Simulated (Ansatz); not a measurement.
# AgSb2 (hypothetical, Fm-3m): a volume series of phonon spectra, part 3 of 4

Which modes of AgSb2 (hypothetical) drive its thermal expansion? The crystal structure is hypothetical: it was made by swapping elements on a known structure type.

Ansatz 0.2.0; DFT PBE, scalar-relativistic, plane waves, PAW.

So far, highest frequency (cm⁻¹): step 5 (lattice dynamics at this volume, V/V0 1) 114.

### Step 9. Phonons, V/V0 0.985

Phonons at this volume give one point of F(V, T); meshes stay fixed along the series.

The input, input.yaml:

```yaml
crystal:
  lattice:
    - [0.0, 3.4243682767, 3.4243682767]
    - [3.4243682767, 0.0, 3.4243682767]
    - [3.4243682767, 3.4243682767, 0.0]
  atoms:
    - { symbol: Sb, position: [0.25, 0.25, 0.25] }
    - { symbol: Sb, position: [0.75, 0.75, 0.75] }
    - { symbol: Ag, position: [0.0, 0.0, 0.0] }
kpoints:
  mp_grid: { grid: [12, 12, 12] }
hamiltonian:
  xc: pbe
scf:
  occupations: { method: methfessel_paxton, width: 0.15 }
output:
  eigenvalues: true
phonons:
  method: dfpt
  qmesh: [2, 2, 2]
  temperatures: { t_max: 1000, t_step: 50 }
  qpath:
    path:
      - [[0.0, 0.0, 0.0], [0.5, 0.0, 0.5], [0.625, 0.25, 0.625]]
      - [[0.375, 0.375, 0.75], [0.0, 0.0, 0.0], [0.5, 0.5, 0.5], [0.5, 0.25, 0.75], [0.5, 0.0, 0.5]]
    npoints: 10
```

On the command line:

```sh
$ ansatz run input.yaml --threads 4 --pin off --max-ram 8192MiB --backend cpu --events-out ev --progress --plain --runs-dir out
```

Numbers of over 12 decimals in the logs are rounded to 6 here.

What it wrote:

```text
[...]
Crystal: 3 atoms, lattice volume = 80.310 Å³
Basis set: ecut = 420 eV, 1471 PW (Γ), exchange–correlation on 72×72×72 points (8 copies of the dense FFT grid, shifted against one another)
Bands: 30, of which v1, the nominal top of the filled ones, is band 25 counted from 1 (24 counted from 0)
Symmetry: 48 space group operations
k-points: 72 of 1728
[...]
k-point 71: bands = [... 21 lower, 6.4187, 7.4364, 10.5653, 10.5653, 14.2856, 14.4848, 15.1090, 15.2868, ... 1 higher]
[...]
ASR residual: 4.888e-5 → 0.000e0 eV/Å²; symmetrization residual: 1.285e-4 eV/Å²
  ASR residual per site (eV/Å²): 4.89e-5 4.89e-5 4.27e-5
  Γ frequencies (cm⁻¹): 0.00 0.00 0.00 71.79 71.79 71.79 103.76 103.76 103.76
--- Phonons (arbitrary-q DFPT): 3 irreducible q on the 2×2×2 mesh ---
[...]
interpolated dispersion: 62 rows × 9 modes
[...]
[key lines of the parts left out:]
SCF converged after 8 iterations
Free energy (F): -20559.114667 eV
Fermi energy:    11.186215 eV
```

It took 2.4 min on 4 threads of Arm Neoverse V2, shared host; peak memory 2.7 GiB; 9.5 min of CPU time.

No LO-TO term. The phonon branches at the labelled points (cm⁻¹):

```csv
point,branch 1,branch 2,branch 3,branch 4,branch 5,branch 6,branch 7,branch 8,branch 9
Γ,0,0,0,72,72,72,104,104,104
halfway,30,30,64,69,69,80,106,111,111
X,33,33,63,63,77,89,102,109,109
halfway,33,38,61,65,78,94,99,110,112
U,32,47,57,68,77,96,103,112,115
jump to K,32,47,57,68,77,96,103,112,115
halfway,24,39,53,75,75,85,111,112,115
Γ,0,0,0,72,72,72,104,104,104
halfway,24,24,56,74,74,80,112,112,112
L,29,29,59,78,78,106,117,119,119
halfway,32,44,56,75,76,100,112,114,118
W,41,47,47,73,79,96,105,105,118
halfway,38,38,57,68,78,96,98,109,115
X,33,33,63,63,77,89,102,109,109
```

The phonon branches as a text plot (rows in cm⁻¹):

```
    116 |                ********            *****************
    111 |    ******** *******  *****       **        ****     ***
    106 | ********** *     *      ****  ***     ****    *********
    101 |*          ***  **           **       *    ***     *  **
     96 |              ********               *        ********
     91 |             **       *                               **
     87 |           **          *            *
     82 |      *****                        *
     77 |   ***  *****************         * ********************
     72 |****** *          ****  ************            *****
     67 |      *****   ****                                   *
     62 |      *    ****                                       **
     57 |               ****                ***********      **
     52 |    **            *******         *           **   *
     47 |                **  **   **                   *****
     42 |   *           *      *          *          **  ****
     37 |              *        *                   *   *    **
     32 |      **************    *  *             ******       **
     27 |  * **              ***  **     *   ******
     22 |   *                   **         **
     17 | **                      ****    *
     12 |                           *   **
      7 | *                          *  *
      2 |*                            **
         Γ           X  U|K            Γ         L        W     X
```

No mode is imaginary beyond numerical noise at the solved wavevectors. The highest zone-centre mode (no LO–TO term) moved by +3.9 % for a volume change of -1.5 %.

### Step 10. Single point at a scaled cell, V/V0 1.03

Symmetry fixes every atom, so a single point at the scaled cell gives the energy and pressure of this member.

The cell differs from the one that the last finished run ended in (a 4.843 → 4.915 Å, b 4.843 → 4.915 Å, c 4.843 → 4.915 Å).

input.yaml, the sections that differ from step 9:

```yaml
crystal:
  lattice:
    - [0.0, 3.4757414504, 3.4757414504]
    - [3.4757414504, 0.0, 3.4757414504]
    - [3.4757414504, 3.4757414504, 0.0]
  atoms:
    - { symbol: Sb, position: [0.25, 0.25, 0.25] }
    - { symbol: Sb, position: [0.75, 0.75, 0.75] }
    - { symbol: Ag, position: [0.0, 0.0, 0.0] }
output:
  forces: true
  stress: true
  eigenvalues: true
# kpoints, hamiltonian, scf: as in step 9
# phonons: removed
```

What it wrote:

```text
[...]
Crystal: 3 atoms, lattice volume = 83.979 Å³
Basis set: ecut = 420 eV, 1639 PW (Γ), exchange–correlation on 72×72×72 points (8 copies of the dense FFT grid, shifted against one another)
Bands: 30, of which v1, the nominal top of the filled ones, is band 25 counted from 1 (24 counted from 0)
Symmetry: 48 space group operations
[...]
k-points: 72 of 1728
[...]
k-point 0: bands = [... 21 lower, 9.8038, 9.8038, 9.8038, 11.4196, 11.4196, 11.4196, 13.4761, 13.6543, ... 1 higher]
  k-point 1: bands = [... 21 lower, 9.4918, 9.7294, 9.7294, 11.2104, 11.3388, 11.3388, 13.5192, 13.7821, ... 1 higher]
  k-point 2: bands = [... 21 lower, 8.8564, 9.5406, 9.5406, 10.8255, 11.1225, 11.1225, 13.6286, 14.1687, ... 1 higher]
  k-point 71: bands = [... 21 lower, 5.8789, 6.8813, 9.8347, 9.8347, 13.5100, 13.5853, 14.1422, 14.6256, ... 1 higher]
[key lines of the parts left out:]
SCF converged after 5 iterations
Free energy (F): -20559.105035 eV
Fermi energy:    10.446687 eV
P = ⅓ Tr σ = -1.6881 GPa (-16.881 kbar)
```

It took 2 s on 4 threads; peak memory 0.47 GiB.

The run ends at a pressure of -1.69 GPa.

### Step 11. Phonons, V/V0 1.03

The same q-mesh and k-mesh are kept at every volume, so that much of their error can cancel in the differences.

input.yaml, the sections that differ from step 10:

```yaml
output:
  eigenvalues: true
phonons:
  method: dfpt
  qmesh: [2, 2, 2]
  temperatures: { t_max: 1000, t_step: 50 }
  qpath:
    path:
      - [[0.0, 0.0, 0.0], [0.5, 0.0, 0.5], [0.625, 0.25, 0.625]]
      - [[0.375, 0.375, 0.75], [0.0, 0.0, 0.0], [0.5, 0.5, 0.5], [0.5, 0.25, 0.75], [0.5, 0.0, 0.5]]
    npoints: 10
# crystal, kpoints, hamiltonian, scf: as in step 10
```

What it wrote:

```text
[...]
Crystal: 3 atoms, lattice volume = 83.979 Å³
Basis set: ecut = 420 eV, 1639 PW (Γ), exchange–correlation on 72×72×72 points (8 copies of the dense FFT grid, shifted against one another)
Bands: 30, of which v1, the nominal top of the filled ones, is band 25 counted from 1 (24 counted from 0)
Symmetry: 48 space group operations
k-points: 72 of 1728
[...]
k-point 71: bands = [... 21 lower, 5.8790, 6.8814, 9.8347, 9.8347, 13.5101, 13.5853, 14.1422, 14.6257, ... 1 higher]
[...]
ASR residual: 2.627e-5 → 0.000e0 eV/Å²; symmetrization residual: 1.088e-4 eV/Å²
  ASR residual per site (eV/Å²): 2.63e-5 2.63e-5 2.10e-5
  Γ frequencies (cm⁻¹): 0.00 0.00 0.00 56.32 56.32 56.32 92.25 92.25 92.25
--- Phonons (arbitrary-q DFPT): 3 irreducible q on the 2×2×2 mesh ---
[...]
interpolated dispersion: 62 rows × 9 modes
[...]
[key lines of the parts left out:]
SCF converged after 8 iterations
Free energy (F): -20559.105035 eV
Fermi energy:    10.446729 eV
```

The job ended after 2.5 min (4 threads; peak memory 2.8 GiB).

No LO-TO term. Phonon branches along the path, in cm⁻¹:

```csv
point,branch 1,branch 2,branch 3,branch 4,branch 5,branch 6,branch 7,branch 8,branch 9
Γ,0,0,0,56,56,56,92,92,92
halfway,27,27,58,59,59,71,95,97,97
X,23,23,58,58,73,79,90,91,91
halfway,24,31,56,60,74,84,85,93,96
U,26,41,54,62,73,83,92,96,100
jump to K,26,41,54,62,73,83,92,96,100
halfway,23,38,45,64,68,77,97,100,102
Γ,0,0,0,56,56,56,92,92,92
halfway,23,23,49,62,62,73,99,99,99
L,28,28,54,69,69,97,105,106,106
halfway,29,40,50,67,70,90,99,102,103
W,36,42,42,69,75,83,92,92,102
halfway,30,31,52,63,74,84,86,92,98
X,23,23,58,58,73,79,90,91,91
```

The phonon branches as a text plot (rows in cm⁻¹):

```
    104 |                    ****             **************
     99 |      *        ************       ***   *   ****   **
     95 | **********  *****      *****   ***    * ***  ***    **
     90 |**       ****** **          ****      *     **  ********
     86 |             ***   ***               *        **    ***
     82 |             ******   *             *           ***** **
     77 |           **          *
     73 |      ****************             *            ********
     68 |    **  *             ***            ***************
     64 |   *   *         **********       ***               **
     60 | ** *************        ***    ***                   **
     55 |****          ****          *****     ****           **
     51 |    **            **               ***    *****     *
     46 |                  ******          *            *   *
     42 |                 *    * *                    ******
     38 |   *            *      * **      *          *    **
     33 |               *        *                 **   **  **
     29 |  *   ***     *    *       *         **********      *
     24 |    **   ********** **** **     *  **                 **
     20 |   *                    *         *
     15 | **                      ****  * *
     11 |                           *    *
      7 | *                          *  *
      2 |*                            **
         Γ           X  U|K            Γ         L        W     X
```

No mode is imaginary beyond numerical noise at the solved wavevectors. The highest zone-centre mode (no LO–TO term) moved by -7.6 % for a volume change of +3.0 %.

### Step 12. Single point at a scaled cell, V/V0 0.97

Symmetry fixes every atom, so a single point at the scaled cell gives the energy and pressure of this member.

The cell differs from the one that the last finished run ended in (a 4.915 → 4.818 Å, b 4.915 → 4.818 Å, c 4.915 → 4.818 Å).

input.yaml, the sections that differ from step 11:

```yaml
crystal:
  lattice:
    - [0.0, 3.406896706, 3.406896706]
    - [3.406896706, 0.0, 3.406896706]
    - [3.406896706, 3.406896706, 0.0]
  atoms:
    - { symbol: Sb, position: [0.25, 0.25, 0.25] }
    - { symbol: Sb, position: [0.75, 0.75, 0.75] }
    - { symbol: Ag, position: [0.0, 0.0, 0.0] }
output:
  forces: true
  stress: true
  eigenvalues: true
# kpoints, hamiltonian, scf: as in step 11
# phonons: removed
```

What it wrote:

```text
[...]
Crystal: 3 atoms, lattice volume = 79.087 Å³
Basis set: ecut = 420 eV, 1471 PW (Γ), exchange–correlation on 72×72×72 points (8 copies of the dense FFT grid, shifted against one another)
Bands: 30, of which v1, the nominal top of the filled ones, is band 25 counted from 1 (24 counted from 0)
Symmetry: 48 space group operations
[...]
k-points: 72 of 1728
[...]
k-point 0: bands = [... 21 lower, 10.7758, 10.7758, 10.7758, 12.4136, 12.4136, 12.4136, 14.5469, 14.5469, ... 1 higher]
  k-point 1: bands = [... 21 lower, 10.4208, 10.6870, 10.6870, 12.2537, 12.3343, 12.3343, 14.5053, 14.6806, ... 1 higher]
  k-point 2: bands = [... 21 lower, 9.7341, 10.4650, 10.4650, 11.8911, 12.1151, 12.1151, 14.6187, 15.0899, ... 1 higher]
  k-point 71: bands = [... 21 lower, 6.6093, 7.6332, 10.8249, 10.8249, 14.5590, 14.8026, 15.4515, 15.5206, ... 1 higher]
[key lines of the parts left out:]
SCF converged after 5 iterations
Free energy (F): -20559.103345 eV
Fermi energy:    11.447733 eV
P = ⅓ Tr σ = 2.0185 GPa (20.185 kbar)
```

Elapsed: 2 s, on 4 threads; peak memory 0.46 GiB.

The run ends at a pressure of 2.02 GPa.

### Step 13. Lattice dynamics at this volume, V/V0 0.97

The same q-mesh and k-mesh are kept at every volume, so that much of their error can cancel in the differences.

input.yaml, the sections that differ from step 12:

```yaml
output:
  eigenvalues: true
phonons:
  method: dfpt
  qmesh: [2, 2, 2]
  temperatures: { t_max: 1000, t_step: 50 }
  qpath:
    path:
      - [[0.0, 0.0, 0.0], [0.5, 0.0, 0.5], [0.625, 0.25, 0.625]]
      - [[0.375, 0.375, 0.75], [0.0, 0.0, 0.0], [0.5, 0.5, 0.5], [0.5, 0.25, 0.75], [0.5, 0.0, 0.5]]
    npoints: 10
# crystal, kpoints, hamiltonian, scf: as in step 12
```

What it wrote:

```text
[...]
Crystal: 3 atoms, lattice volume = 79.087 Å³
Basis set: ecut = 420 eV, 1471 PW (Γ), exchange–correlation on 72×72×72 points (8 copies of the dense FFT grid, shifted against one another)
Bands: 30, of which v1, the nominal top of the filled ones, is band 25 counted from 1 (24 counted from 0)
Symmetry: 48 space group operations
k-points: 72 of 1728
[...]
k-point 71: bands = [... 21 lower, 6.6094, 7.6333, 10.8250, 10.8250, 14.5590, 14.8026, 15.4515, 15.5208, ... 1 higher]
[...]
ASR residual: 5.207e-5 → 0.000e0 eV/Å²; symmetrization residual: 1.297e-4 eV/Å²
  ASR residual per site (eV/Å²): 5.21e-5 5.21e-5 5.18e-5
  Γ frequencies (cm⁻¹): 0.00 0.00 0.00 77.00 77.00 77.00 107.77 107.77 107.77
--- Phonons (arbitrary-q DFPT): 3 irreducible q on the 2×2×2 mesh ---
[...]
interpolated dispersion: 62 rows × 9 modes
[...]
[key lines of the parts left out:]
SCF converged after 8 iterations
Free energy (F): -20559.103345 eV
Fermi energy:    11.447785 eV
```

Elapsed: 2.4 min, on 4 threads; peak memory 2.7 GiB.

No LO-TO term. Phonon branches along the path, in cm⁻¹:

```csv
point,branch 1,branch 2,branch 3,branch 4,branch 5,branch 6,branch 7,branch 8,branch 9
Γ,0,0,0,77,77,77,108,108,108
halfway,30,30,66,72,72,82,110,116,116
X,36,36,65,65,79,92,106,115,115
halfway,35,40,62,67,79,97,104,116,118
U,34,49,58,70,79,100,107,118,121
jump to K,34,49,58,70,79,100,107,118,121
halfway,24,39,56,78,79,88,116,117,120
Γ,0,0,0,77,77,77,108,108,108
halfway,24,24,58,78,78,83,116,116,117
L,30,30,60,81,81,108,121,123,123
halfway,33,44,58,77,78,103,116,119,123
W,43,49,49,74,80,101,110,110,124
halfway,40,40,58,70,80,100,102,114,120
X,36,36,65,65,79,92,106,115,115
```

The phonon branches as a text plot (rows in cm⁻¹):

```
    121 |               *********             *****************
    116 |    ************** *  *****       ***       ****    ****
    111 | ********         *      ****   ***            *****
    106 |***      ****** **          ****       ******      *  **
    101 |               *****                  *      *********
     96 |             **     ***              *               **
     90 |           **                       *                  *
     85 |         **            *           *
     80 |  **************************      ************ *********
     75 |********          **** ************          ******
     70 |       ****    ***                                 ***
     65 |      *    ****                                       **
     59 |               ***                 ***********       *
     54 |    **            *******         *           **   **
     49 |                **  **   **                   *****
     44 |   *           *      *          *           *  *****
     39 |             **        *                   **  *    ***
     34 |       *************    *  *              * ***        *
     28 |  * ***             ***         *   ********
     23 |   *                   ****        *
     18 |  *                      ****    **
     13 | *                         *   **
      8 | *                          *  *
      3 |*                            **
         Γ           X  U|K            Γ         L        W     X
```

No mode is imaginary beyond numerical noise at the solved wavevectors. The highest zone-centre mode (no LO–TO term) moved by +7.9 % for a volume change of -3.0 %.

### Step 14. Single point at a scaled cell, V/V0 1.05

Symmetry fixes every atom, so a single point at the scaled cell gives the energy and pressure of this member.

The cell differs from the one that the last finished run ended in (a 4.818 → 4.947 Å, b 4.818 → 4.947 Å, c 4.818 → 4.947 Å).

input.yaml, the sections that differ from step 13:

```yaml
crystal:
  lattice:
    - [0.0, 3.4980940998, 3.4980940998]
    - [3.4980940998, 0.0, 3.4980940998]
    - [3.4980940998, 3.4980940998, 0.0]
  atoms:
    - { symbol: Sb, position: [0.25, 0.25, 0.25] }
    - { symbol: Sb, position: [0.75, 0.75, 0.75] }
    - { symbol: Ag, position: [0.0, 0.0, 0.0] }
output:
  forces: true
  stress: true
  eigenvalues: true
# kpoints, hamiltonian, scf: as in step 13
# phonons: removed
```

What it wrote:

```text
[...]
Crystal: 3 atoms, lattice volume = 85.610 Å³
Basis set: ecut = 420 eV, 1687 PW (Γ), exchange–correlation on 72×72×72 points (8 copies of the dense FFT grid, shifted against one another)
Bands: 30, of which v1, the nominal top of the filled ones, is band 25 counted from 1 (24 counted from 0)
Symmetry: 48 space group operations
[...]
k-points: 72 of 1728
[...]
k-point 0: bands = [... 21 lower, 9.5047, 9.5047, 9.5047, 11.1122, 11.1122, 11.1122, 13.0617, 13.3793, ... 1 higher]
  k-point 1: bands = [... 21 lower, 9.2055, 9.4345, 9.4345, 10.8880, 11.0313, 11.0313, 13.1960, 13.5052, ... 1 higher]
  k-point 2: bands = [... 21 lower, 8.5865, 9.2556, 9.2556, 10.4967, 10.8163, 10.8163, 13.3183, 13.8849, ... 1 higher]
  k-point 71: bands = [... 21 lower, 5.6535, 6.6505, 9.5314, 9.5314, 13.1853, 13.2095, 13.7395, 14.3498, ... 1 higher]
[key lines of the parts left out:]
SCF converged after 5 iterations
Free energy (F): -20559.082821 eV
Fermi energy:    10.138266 eV
P = ⅓ Tr σ = -2.6571 GPa (-26.571 kbar)
```

Run time: 2 s. Hardware: 4 threads; peak memory 0.47 GiB; 7.5 s of CPU time.

The run ends at a pressure of -2.66 GPa.

[end of part 3 of 4]

[Logs are printed without paths, hosts, clocks, repeated set-up lines and the standing remarks that a program may print on its own settings, such as how far it seeks lower states.]

[Hosts, paths, dates, database ids (printed as entryN), source tags and the programs' standing remarks are cut or masked in the printed files.]

[A step with changed settings may run another functional than the one named; its input shows which.]


